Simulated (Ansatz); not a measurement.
Two G0W0 runs on LaZn3P3 (P6_3/mmc).

```cif
data_structure
_symmetry_space_group_name_H-M 'P 1'
_symmetry_Int_Tables_number 1
_cell_length_a 4.0490
_cell_length_b 4.0490
_cell_length_c 20.1838
_cell_angle_alpha 90.000
_cell_angle_beta 90.000
_cell_angle_gamma 120.000
_cell_volume 286.57
loop_
_atom_site_label
_atom_site_type_symbol
_atom_site_fract_x
_atom_site_fract_y
_atom_site_fract_z
_atom_site_occupancy
La1 La 0.00000 0.00000 0.50000 1
La2 La 0.00000 0.00000 0.00000 1
Zn3 Zn 0.66667 0.33333 0.25000 1
Zn4 Zn 0.33333 0.66667 0.75000 1
Zn5 Zn 0.66667 0.33333 0.63116 1
Zn6 Zn 0.33333 0.66667 0.36884 1
Zn7 Zn 0.33333 0.66667 0.13116 1
Zn8 Zn 0.66667 0.33333 0.86884 1
P9 P 0.66667 0.33333 0.08964 1
P10 P 0.33333 0.66667 0.91036 1
P11 P 0.33333 0.66667 0.58964 1
P12 P 0.66667 0.33333 0.41036 1
P13 P 0.66667 0.33333 0.75000 1
P14 P 0.33333 0.66667 0.25000 1
```

The cell and positions are those that the Materials Project relaxed with its own functionals (PBE, PBE+U or r2SCAN), kept fixed. Spin-orbit coupling is left out unless a run names it.

The first (Ansatz 0.2.0; start r2SCAN, 6×6×2 mesh, 1077 empty bands, screening to 140 eV, PAW set soft_1 files; 1 × NVIDIA H100 80GB HBM3 (shared by 6 runs) with 3 threads of AMD EPYC 7R13 (Zen 3), shared host) gave, on its mesh: starting gap 0.38 eV, G0W0 gap 0.64 eV, RPA ε∞ (mean) 12.16, 4.1 min.

Question: The second changes frequency model from contour deformation to plasmon pole. What does it give?

It gave: starting gap 0.38 eV, G0W0 gap 0.59 eV, RPA ε∞ (mean) 12.16, 7 min. The G0W0 gap moves by −0.05 eV, +0.00 eV from the start and −0.05 eV from the correction. Σc changes by +0.03 eV at the valence top and −0.02 eV at the conduction bottom, and Σx − Vxc between them by +0.00 eV.

Limits: not at the basis limit; f levels unsure; no spin-orbit coupling.

[Paths, hosts, dates, memory and timing lines, banners, echoed tables and standing remarks are left out of the program output.]

[Logs are printed without paths, hosts, clocks, repeated set-up lines and the standing remarks that a program may print on its own settings, such as how far it seeks lower states.]

[Runs of the session that timed out or met a known fault of the program may be left out.]

[Cells called generated may have been cut or substituted from an entry of the Crystallography Open Database or the Materials Project.]

[Hosts, paths, dates, database ids (printed as entryN), source tags and the programs' standing remarks are cut or masked in the printed files.]
